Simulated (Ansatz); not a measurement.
**How cost and error scale: generalised stacking fault on (111) (glide set) of a Ge-Si solid solution (72 atoms) repeated**

Wanted: cost and convergence against size for generalised stacking fault on (111) (glide set) of a Ge-Si solid solution (72 atoms).

Calculated with Ansatz 0.2.0; Kohn-Sham DFT, revPBE, PAW (set soft_2), plane waves.

**1. The starting structure**

The cell holds 72 atoms: 51 Ge and 21 Si. Its edges and angles: a = 6.849 Å, b = 11.862 Å, c = 19.579 Å, α = 90.0°, β = 88.3°, γ = 90.0°. It derives from Ge and Si. Diamond-structure Ge lattice (a = 5.5919 Å, the value set for the mixture), cell with z along [111], 1 x 3 x 2 periods; the third cell vector is tilted by 0.083 of 1/2[11-2] and lengthened by 0.2 Å, so the cell holds one fault (glide set); displaced by a Gaussian of 0.01 Å; 21 of 72 Ge sites given to Si at random (lattice constant by Vegard's rule between Ge and Si).

Before any run, some limits are plain. The host structure and its lattice constant were typed by rule, without a check against the phase diagram.

**2. Plane waves, typed cell on a dense mesh**

The typed cell on a k-mesh is the yardstick: it samples like Γ on the cell repeated as often as the mesh has points along each axis. Its own convergence isn't tested.

Contents of input.yaml:

```yaml
crystal:
  lattice:
    - [6.84865, 0.0, 0.0]
    - [0.0, 11.86221, 0.0]
    - [0.5707, 0.0, 19.57091]
  atoms:
    - { symbol: Ge, position: [0.49677, 0.16762, 0.0209] }
    - { symbol: Ge, position: [0.48619, 0.16677, 0.14499] }
    - { symbol: Ge, position: [0.81705, 0.16683, 0.18546] }
    - { symbol: Si, position: [0.8059, 0.16645, 0.30862] }
    - { symbol: Si, position: [0.99902, 0.00021, 0.02095] }
    - { symbol: Ge, position: [0.98785, 0.99899, 0.14373] }
    - { symbol: Si, position: [0.31558, 0.9999, 0.18511] }
    - { symbol: Ge, position: [0.30509, 0.00087, 0.31042] }
    - { symbol: Ge, position: [0.63723, 0.00085, 0.35052] }
    - { symbol: Si, position: [0.62627, 0.00022, 0.47445] }
    - { symbol: Si, position: [0.49855, 0.50021, 0.02067] }
    - { symbol: Si, position: [0.49071, 0.49971, 0.14401] }
    - { symbol: Ge, position: [0.8167, 0.50021, 0.18627] }
    - { symbol: Ge, position: [0.80629, 0.49976, 0.30857] }
    - { symbol: Si, position: [0.99858, 0.3347, 0.02084] }
    - { symbol: Ge, position: [0.98712, 0.33449, 0.14516] }
    - { symbol: Ge, position: [0.31766, 0.33224, 0.186] }
    - { symbol: Si, position: [0.30659, 0.33256, 0.30957] }
    - { symbol: Ge, position: [0.63734, 0.33365, 0.35017] }
    - { symbol: Si, position: [0.62587, 0.33388, 0.47416] }
    - { symbol: Ge, position: [0.13519, 0.16623, 0.35066] }
    - { symbol: Ge, position: [0.12557, 0.16713, 0.47498] }
    - { symbol: Si, position: [0.45682, 0.1674, 0.51569] }
    - { symbol: Si, position: [0.44958, 0.16727, 0.63986] }
    - { symbol: Ge, position: [0.77638, 0.16585, 0.68014] }
    - { symbol: Si, position: [0.76647, 0.16518, 0.80394] }
    - { symbol: Ge, position: [0.9562, 0.00054, 0.51573] }
    - { symbol: Ge, position: [0.94389, 0.0006, 0.63968] }
    - { symbol: Si, position: [0.27478, 0.99973, 0.68087] }
    - { symbol: Ge, position: [0.26736, 0.99954, 0.80449] }
    - { symbol: Ge, position: [0.59584, 0.00194, 0.84568] }
    - { symbol: Si, position: [0.58628, 0.99883, 0.96892] }
    - { symbol: Ge, position: [0.49805, 0.83278, 0.0208] }
    - { symbol: Si, position: [0.48926, 0.83254, 0.14464] }
    - { symbol: Ge, position: [0.81731, 0.83283, 0.18601] }
    - { symbol: Ge, position: [0.80959, 0.83216, 0.30854] }
    - { symbol: Ge, position: [0.00168, 0.66635, 0.02112] }
    - { symbol: Ge, position: [0.98842, 0.66772, 0.14416] }
    - { symbol: Ge, position: [0.31702, 0.6677, 0.18586] }
    - { symbol: Ge, position: [0.309, 0.66774, 0.30956] }
    - { symbol: Ge, position: [0.6373, 0.66586, 0.35072] }
    - { symbol: Ge, position: [0.62946, 0.66727, 0.47475] }
    - { symbol: Ge, position: [0.13468, 0.50185, 0.35025] }
    - { symbol: Ge, position: [0.12428, 0.49947, 0.47455] }
    - { symbol: Ge, position: [0.45912, 0.50011, 0.51615] }
    - { symbol: Ge, position: [0.44361, 0.50034, 0.63859] }
    - { symbol: Ge, position: [0.77714, 0.49929, 0.68116] }
    - { symbol: Ge, position: [0.76576, 0.50134, 0.80385] }
    - { symbol: Si, position: [0.95727, 0.33334, 0.51632] }
    - { symbol: Si, position: [0.94699, 0.33322, 0.63928] }
    - { symbol: Ge, position: [0.27654, 0.33457, 0.67984] }
    - { symbol: Ge, position: [0.26384, 0.33329, 0.80468] }
    - { symbol: Ge, position: [0.59694, 0.33334, 0.84557] }
    - { symbol: Ge, position: [0.58474, 0.3334, 0.96947] }
    - { symbol: Ge, position: [0.09594, 0.16743, 0.8461] }
    - { symbol: Ge, position: [0.0877, 0.16669, 0.96899] }
    - { symbol: Ge, position: [0.13619, 0.83276, 0.34939] }
    - { symbol: Ge, position: [0.12558, 0.83322, 0.47452] }
    - { symbol: Ge, position: [0.45519, 0.83287, 0.51494] }
    - { symbol: Ge, position: [0.44471, 0.83405, 0.63959] }
    - { symbol: Ge, position: [0.77808, 0.83473, 0.68029] }
    - { symbol: Ge, position: [0.7668, 0.83299, 0.80497] }
    - { symbol: Ge, position: [0.95584, 0.66637, 0.51505] }
    - { symbol: Ge, position: [0.94651, 0.66774, 0.63969] }
    - { symbol: Ge, position: [0.27633, 0.66596, 0.68025] }
    - { symbol: Ge, position: [0.26701, 0.66689, 0.80435] }
    - { symbol: Ge, position: [0.5962, 0.66607, 0.84572] }
    - { symbol: Si, position: [0.58668, 0.66567, 0.96911] }
    - { symbol: Si, position: [0.0949, 0.4992, 0.8467] }
    - { symbol: Si, position: [0.08781, 0.50099, 0.96973] }
    - { symbol: Ge, position: [0.09698, 0.83368, 0.84522] }
    - { symbol: Si, position: [0.08514, 0.83374, 0.969] }
kpoints:
  mp_grid: { grid: [5, 3, 2] }
hamiltonian:
  xc: revpbe
scf:
  occupations: { method: fermi_dirac, width: 0.05 }
output:
  forces: true
  stress: true
  populations: true
  dos:
    method: { smearing: { sigma: 0.1 } }
    de: 0.1
    projected: { site_lists: { Ge: [Ge], Si: [Si] } }
  eigenvalues: true
```

The run is started by

```
ansatz run input.yaml --threads 4 --pin off --max-ram 15872MiB --backend cpu --events-out ev --progress --plain --runs-dir out
```

Numbers of over 12 decimals in the logs are rounded to 6 here.

The program printed:

```text
Engine: ansatz 0.2.0, aarch64-unknown-linux-gnu
Pseudopotentials: kind: paw
Pseudopotential: Ge, paw, valence charge 14, recommended cutoff 420 eV (normal), Ge.paw.azcp
Pseudopotential: Si, paw, valence charge 4, recommended cutoff 420 eV (normal), Si.paw.azcp
Functional definition: revPBE
  parameter kappa = 1.245
  parameter beta = 0.066725
  exchange = pbe_x(kappa = kappa, mu = beta*pi^2/3)
  correlation = pbe_c(beta = beta)
Crystal: 72 atoms, lattice volume = 1589.943 Å³
Basis set: ecut = 420 eV, 31103 PW (Γ), exchange–correlation on 96×160×270 points (8 copies of the dense FFT grid, shifted against one another)
Bands: 479, of which v1, the nominal top of the filled ones, is band 399 counted from 1 (398 counted from 0)
Symmetry: 1 space group operations
Space group: P1 (ITA 1), of the structure as read, at distance tolerance 1.2e-4 Å
k-points: 16 of 30 (time reversal used)
Non-local potential: Ge, projectors of the file, l = 0: 2, l = 1: 2, l = 2: 3, l = 3: 1
Non-local potential: Si, projectors of the file, l = 0: 2, l = 1: 2, l = 2: 2
PAW form: soft (Blöchl's): semilocal exchange-correlation on the pseudo side does not see the compensation charge
PAW frozen core: Ge, regenerated for the run's functional, and the local potential with it (the file was generated under x = pbe(κ = 0.804, μ = 0.219515), c = pbe(β = 0.066725))
PAW frozen core: Si, regenerated for the run's functional, and the local potential with it (the file was generated under x = pbe(κ = 0.804, μ = 0.219515), c = pbe(β = 0.066725))
PAW one-centre angular grid: Ge, 590 points (default); XC on 64 Gauss nodes
PAW one-centre angular grid: Si, 110 points (default); XC on 64 Gauss nodes
Initial density: superposition of atomic densities (neutral atoms: chi_scale 0, normalization atom), corrected by the library's trained network
Initial wavefunctions: pseudopotential atomic-orbital guess
Functional: x = revpbe(κ = 1.245, μ = 0.219515), c = pbe(β = 0.066725)
SCF iter   1: F=—  HF=-232642.851055 eV  |F-HF|=—  |Δ(HF+E_count)|=         —  Δρ=2.46e-3  dr2=7.51e-1  ethr=1.77e-3  ⟨swp⟩=5.6  Hψ=27778  notcnv=0  defer=297
preconditioner: auto → LDOS  [metal: Δε(μ)=0.034 eV  Ē_g=20.424 eV  σ=0.050 eV  W_gap=0.17  n_scr=386 (ndim 8)  ℏωp=26.3 eV  f_vac=0.024  D(μ)=3.71/eV (n_scr^D=10)  β→1.0]
SCF iter   2: F=—  HF=-232642.935129 eV  |F-HF|=—  |Δ(HF+E_count)|=   8.41e-2  Δρ=2.72e-3  dr2=1.95e0  ethr=9.41e-5  ⟨swp⟩=2.7  Hψ=15820  notcnv=0  defer=763
SCF iter   3: F=—  HF=-232642.751669 eV  |F-HF|=—  |Δ(HF+E_count)|=   1.83e-1  Δρ=6.24e-4  dr2=4.10e-2  ethr=9.41e-5  ⟨swp⟩=4.2  Hψ=14581  notcnv=0  defer=745
SCF iter   4: F=—  HF=-232642.745025 eV  |F-HF|=—  |Δ(HF+E_count)|=   6.64e-3  Δρ=1.15e-4  dr2=6.96e-4  ethr=5.14e-6  ⟨swp⟩=2.3  Hψ=11425  notcnv=0  defer=691
SCF iter   5: F=—  HF=-232642.744930 eV  |F-HF|=—  |Δ(HF+E_count)|=   9.50e-5  Δρ=5.42e-5  dr2=1.64e-4  ethr=8.72e-8  ⟨swp⟩=2.0  Hψ=13376  notcnv=0  defer=691
SCF iter   6: F=—  HF=-232642.744917 eV  |F-HF|=—  |Δ(HF+E_count)|=   1.27e-5  Δρ=1.95e-5  dr2=2.60e-5  ethr=2.06e-8  ⟨swp⟩=2.9  Hψ=13184  notcnv=0  defer=691
SCF iter   7: F=—  HF=-232642.745042 eV  |F-HF|=—  |Δ(HF+E_count)|=   1.25e-4  Δρ=7.36e-6  dr2=2.23e-6  ethr=3.26e-9  ⟨swp⟩=2.0  Hψ=9313  notcnv=0  defer=691
SCF iter   8: F=—  HF=-232642.745042 eV  |F-HF|=—  |Δ(HF+E_count)|=   5.06e-7  Δρ=2.65e-6  dr2=3.69e-7  ethr=2.79e-10  ⟨swp⟩=2.0  Hψ=13334  notcnv=0  defer=691
SCF iter   9: F=-232642.745042 eV  HF=-232642.745042 eV  |F-HF|=3.90e-9  |Δ(HF+E_count)|=   2.22e-7  Δρ=1.04e-6  dr2=4.70e-8  ethr=1.25e-11  ⟨swp⟩=10.7  Hψ=34736  notcnv=0
SCF 1 converged in 9 iterations: F = -232642.745042 eV  dr2 = 4.70e-8
  greatest PAW one-centre occupation: 0.998 electrons in one spin orbital (limit 2), on the Ge atom at site 0 (counted from 0), in its partial waves of l = 2
SCF converged after 9 iterations
Free energy (F): -232642.745042 eV
Harris-Foulkes:  -232642.745042 eV  (|F-HF|=3.90e-9)
Internal energy: -232642.695236 eV  (E = F + TS)
E sigma→0 (E₀):  -232642.720139 eV
Entropy (-TS):   -0.049806 eV (-0.692 meV/atom)
Fermi energy:    8.482920 eV
--- Per-component energies (eV) ---
  E_band       = -7782.672578
  E_kinetic    = 6525.270477
  E_local      = -145939.948897  (includes V_loc(G=0)·N_el)
  E_nonlocal   = 21874.592420
  E_hartree    = 64995.390960
  E_xc         = -5015.693476
  E_vxc        = -4268.235192  (∫ρ·V_xc dr)
  E_paw        = -114029.921120  (= ΣΔE_a)
  E_vpaw       = -15965.155832  (= ΣTr[D̂ρ^β])
  E_aug_tail   = 0.015907  (compensation charges beyond the density's cutoff)
  E_ewald      = -61045.345296
  E_core_change = -7.056212  (= ΣΔE_core)
  E_smearing   = -0.049806  (= −TS)
  E_closure    = -0.000000  (closes the sum)
  Σ components = -232642.745042   (vs F -232642.745042, Δ=0.00e0)
--- Forces (eV/Å), atoms counted from 1 ---
  atom   1  Ge    -1.79491163    -0.96012779     0.04553388
  atom   2  Ge    -0.20443804    -0.52873754    -0.06457988
  atom   3  Ge     0.10883553    -0.08001531     0.32225477
  atom   4  Si     0.05707563     0.06948184     0.11900418
  atom   5  Si    -1.81156149    -0.52052097    -0.29339915
  atom   6  Ge     0.29605360     0.10870842    -0.25318362
  atom   7  Si     0.42015386    -0.43283973     0.02536882
  atom   8  Ge     0.14214751    -0.14005488    -0.78681096
  atom   9  Ge     0.25695849     0.16538065     0.27267073
  atom  10  Si    -0.21597879     0.37981322     0.13368291
  atom  11  Si    -1.77570651     0.46284255     0.36784040
  atom  12  Si    -0.34415280     0.05158464    -0.41640911
  atom  13  Ge    -0.27188537     0.16998537    -0.48519514
  atom  14  Ge    -0.02122075     0.04326045     0.22078827
[...]
atom  71  Ge     0.01564409    -0.06506326     0.65924214
  atom  72  Si     1.64549911     0.46766162     0.08703976
  max |Σ_I F_I| component: 9.81e-6 eV/Å
--- Stress (GPa, compression-positive) ---
        3.653504       0.015404      -0.929426
        0.015404       5.648089      -0.039587
       -0.929426      -0.039587       3.761243
  P = ⅓ Tr σ = 4.3543 GPa (43.543 kbar)
--- Band table (eV; the first three rows and the last of 16) ---
  k-point 0: bands = ["-16.8887", "-16.8786", "-16.8732", "-16.8708", [... 463 levels ...], "11.6290", "11.6809", "11.7337", "11.7519", "11.8147", "11.8858", "11.9128", "12.1343", "12.1871", "12.2241", "12.2703", "12.4584"]
[...]
--- Löwdin populations: 72 sites ---
  site symbol       q [e]
     0     Ge     13.9940
     1     Ge     13.9809
     2     Ge     13.9836
[...]
71     Si      3.9370
  spilling = 0.002386 (of n_electrons = 798.000000)
```

Run time: 23 min. Hardware: 4 threads of Arm Neoverse V1, shared host; peak memory 9 GiB.

Reading the cycles: dr2 is the Hartree energy of the density residual (eV), the measure of convergence; HF is the Harris–Foulkes estimate of the energy, which meets the free energy F at convergence.

The program notes that it cut back its work space to fit the memory limit.

The run gave:

```yaml
free_energy: -232642.7450 eV
free_energy_per_atom: -3231.1492 eV/atom
scf_cycles: 9
pressure: 4.354 GPa
r_m_s_force_component: 0.5211 eV/Å
longest_force: 2.149 eV/Å
fermi_energy: 8.483 eV
levels_partly_filled_by_over_2_per_cent: 23
spilling_of_the_projection: 0.002386
```

The r.m.s. force component of 0.52 eV/Å sets the scale for the differences below.

**3. Plane waves, 72 atoms**

The typed cell is solved at Γ alone, the coarsest sampling of the series.

input.yaml, the sections that differ from step 2:

```yaml
kpoints:
  mp_grid: { grid: [1, 1, 1] }
output:
  forces: true
# crystal, hamiltonian, scf: as in step 2
```

The program printed:

```text
[...]
Crystal: 72 atoms, lattice volume = 1589.943 Å³
Basis set: ecut = 420 eV, 31103 PW (Γ), exchange–correlation on 96×160×270 points (8 copies of the dense FFT grid, shifted against one another)
Bands: 471, of which v1, the nominal top of the filled ones, is band 399 counted from 1 (398 counted from 0)
Symmetry: 1 space group operations
[...]
k-points: 1
[...]
SCF iter   1: F=—  HF=-232636.472942 eV  |F-HF|=—  |Δ(HF+E_count)|=         —  Δρ=4.18e-3  dr2=3.09e-1  ethr=1.77e-3  ⟨swp⟩=5.0  Hψ=1629  notcnv=0  defer=39
[...]
SCF iter   3: F=—  HF=-232636.404273 eV  |F-HF|=—  |Δ(HF+E_count)|=   6.25e-2  Δρ=6.23e-4  dr2=9.40e-3  ethr=1.64e-5  ⟨swp⟩=2.0  Hψ=862  notcnv=0  defer=31
automatic band count: iteration 3 solves 462 bands in place of 471: the levels show a gap, and the empty bands left out lie too high to hold charge; the band table lists the bands solved (type scf.n_extra_bands for more)
SCF iter   4: F=—  HF=-232636.402443 eV  |F-HF|=—  |Δ(HF+E_count)|=   1.83e-3  Δρ=1.93e-4  dr2=1.91e-3  ethr=1.18e-6  ⟨swp⟩=2.0  Hψ=834  notcnv=0  defer=31
[...]
SCF iter   9: F=-232636.402919 eV  HF=-232636.402919 eV  |F-HF|=3.17e-8  |Δ(HF+E_count)|=   2.43e-7  Δρ=1.32e-6  dr2=4.13e-8  ethr=1.25e-11  ⟨swp⟩=4.0  Hψ=1399  notcnv=0
SCF 1 converged in 9 iterations: F = -232636.402919 eV  dr2 = 4.13e-8
[...]
SCF converged after 9 iterations
Free energy (F): -232636.402919 eV
[...]
Internal energy: -232636.320627 eV  (E = F + TS)
E sigma→0 (E₀):  -232636.361773 eV
Entropy (-TS):   -0.082292 eV (-1.143 meV/atom)
Fermi energy:    8.386891 eV
[...]
Σ components = -232636.402919   (vs F -232636.402919, Δ=0.00e0)
--- Forces (eV/Å), atoms counted from 1 ---
  atom   1  Ge    -1.29535980    -0.98686618     0.35266997
  atom   2  Ge     0.04172561    -0.57687356    -0.05532425
  atom   3  Ge    -0.22784084    -0.10784056     0.53192806
  atom   4  Si     0.32731726     0.11093452    -0.02636531
[...]
atom  72  Si     1.14877155     0.49743881    -0.23005982
  max |Σ_I F_I| component: 1.74e-5 eV/Å
```

The job ended after 23 s (4 threads; peak memory 2.2 GiB; 86 s of CPU time).

The energy lies 88.1 meV/atom above the dense-mesh reference.

**4. Support functions, 72 atoms**

The typed cell is solved at Γ alone, now in support functions.

This step: Kohn-Sham DFT, revPBE, PAW (set soft_2), localised support functions (medium) (Ansatz 0.2.0).

input.yaml, as its differences from that of step 3:

```diff
@@ -13,2 +13,5 @@
   occupations: { method: fermi_dirac, width: 0.05 }
+  eigensolver: { kind: { support_functions: { accuracy: medium } } }
+  mixing: { beta: 0.4 }
+  max_iter: 150
 output:
```

The program printed:

```text
Warning: scf.eigensolver.kind.support_functions: disabling space-group detection — the functions' gradient is summed over unrotated k-points, so no spatial operation reduces the k-mesh or symmetrises the density; time reversal is kept, so that k and −k are solved as one point where they differ and the mesh holds both, and exact exchange and, on two spinor components, a DFT+U term hold to it where the run has them: [...]
settings of this run that can trade accuracy for cost: scf.eigensolver.kind.support_functions [...]
[...]
Crystal: 72 atoms, lattice volume = 1589.943 Å³
Basis set: ecut = 420 eV, 31103 PW (Γ), exchange–correlation on 96×160×270 points (8 copies of the dense FFT grid, shifted against one another)
Bands: 479, of which v1, the nominal top of the filled ones, is band 399 counted from 1 (398 counted from 0)
Symmetry: 1 space group operations
k-points: 1
[...]
SCF iter   1: F=—  HF=-232622.473273 eV  |F-HF|=—  |Δ(HF+E_count)|=         —  Δρ=3.42e-2  dr2=1.81e1  ethr=1.00e-1
[...]
SCF iter  11: F=—  HF=-232636.473569 eV  |F-HF|=—  |Δ(HF+E_count)|=   3.31e-4  Δρ=2.77e-5  dr2=5.95e-6  ethr=3.27e-9  κ⁻¹=9.3e-7(r=7)
SCF iter  12: F=-232636.473819 eV  HF=-232636.473819 eV  |F-HF|=1.75e-7  |Δ(HF+E_count)|=   2.50e-4  Δρ=7.58e-6  dr2=8.82e-7  ethr=7.46e-10
SCF 1 converged in 12 iterations: F = -232636.476808 eV  dr2 = 8.82e-7
[...]
SCF converged after 12 iterations
Stability not checked: this state was not tested for a lower state beside it, because the mixer in use, unlike msr1, does not test its closes by its own steps (another_mixer; see scf.mixing.algorithm and scf.lower_state_search)
Free energy (F): -232636.476808 eV
[...]
Internal energy: -232636.394521 eV  (E = F + TS)
E sigma→0 (E₀):  -232636.435664 eV
Entropy (-TS):   -0.082287 eV (-1.143 meV/atom)
Fermi energy:    8.386690 eV
[...]
Σ components = -232636.476808   (vs F -232636.476808, Δ=0.00e0)
--- Forces (eV/Å), atoms counted from 1 ---
  atom   1  Ge    -1.29546131    -0.98671488     0.35266928
  atom   2  Ge     0.04166450    -0.57685623    -0.05544809
  atom   3  Ge    -0.22802166    -0.10775604     0.53202005
  atom   4  Si     0.32733160     0.11102407    -0.02613124
[...]
atom  72  Si     1.14870649     0.49770350    -0.23010887
  max |Σ_I F_I| component: 6.76e-4 eV/Å
--- Band table (eV) ---
[...]
guard bands above this table: 69 of the run's 479 bands (output.publish_guard_bands: true publishes all)
[...]
```

The job ended after 2.2 min (4 threads; peak memory 3.4 GiB; 8.6 min of CPU time).

The program notes that the band table was not solved further than the SCF left it and it switched symmetry off.

The energy lies 87.1 meV/atom above the dense-mesh reference, and 1.0 meV/atom below plane waves of the same size, an offset between the two bases that leaves the sampling error alike.

**5. Plane waves, 144 atoms**

The cell is repeated and solved at Γ in plane waves, whose cost grows towards the cube of the size.

This step: Kohn-Sham DFT, revPBE, PAW (set soft_2), plane waves (Ansatz 0.2.0).

input.yaml, the sections that differ from step 4:

```yaml
crystal:
  lattice:
    - [6.84865, 0.0, 0.0]
    - [0.0, 11.86221, 0.0]
    - [0.5707, 0.0, 19.57091]
  atoms:
    [... the 72 atom lines of step 2 ...]
  supercell: [2, 1, 1]
scf:
  occupations: { method: fermi_dirac, width: 0.05 }
# kpoints, hamiltonian, output: as in step 4
```

The job ended after 1.8 min (4 threads; peak memory 6.2 GiB; 7.2 min of CPU time).

The program repeats the typed cell 2×1×1 times, 144 atoms in all; totals in the log are those of the whole repeated cell, and force differences are taken after averaging over the copies of each atom.

It converged in 8 SCF cycles; the log is left out.

The energy lies 58.1 meV/atom above the dense-mesh reference.

[end of part 1 of 2]

[Logs are printed without paths, hosts, clocks, repeated set-up lines and the standing remarks that a program may print on its own settings, such as how far it seeks lower states.]

[Hosts, paths, dates, database ids (printed as entryN), source tags and the programs' standing remarks are cut or masked in the printed files.]
